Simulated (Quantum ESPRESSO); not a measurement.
# Gap and tunnelling decay at a withheld lattice constant: GaN, zinc blende or diamond type

Method. Quantum ESPRESSO 7.5 (pw.x, pwcond.x with ikind = 0), PBE, GBRV ultrasoft, cubic crystals. κ is the slowest decay along [001] at mid-gap among three points across the current.

| a (Å) | gap on the mesh (eV) | κ (1/Å) |
| --- | --- | --- |
| 4.277 | 2.737 | 0.204 |
| 4.413 | 2.144 | 0.163 |
| 4.686 | 0.997 | 0.080 |
| 4.823 | 0.460 | 0.037 |

To predict: What are gap and κ at a = 4.550 Å?

By hand: A line through the rows at 4.413 and 4.686 Å gives a gap of 2.144 + 0.502 × (0.997 − 2.144) = 1.57 eV and κ = 0.121 1/Å. The two-band model κ = 0.5123 √(m* E_g/4) needs m* = 0.189 at 4.413 Å; with that mass and the new gap, κ = 0.139 1/Å.

What the calculation gave: The gap is 1.558 eV and κ = 0.121 1/Å. The line misses the gap by +0.010 eV and κ by +0.3 %; the two-band estimate misses κ by +15.2 %.

Caveats: The structure type is imposed. Local and semilocal gaps and decay constants are too small; no spin-orbit coupling. For an indirect gap m* is a fitting number alone.
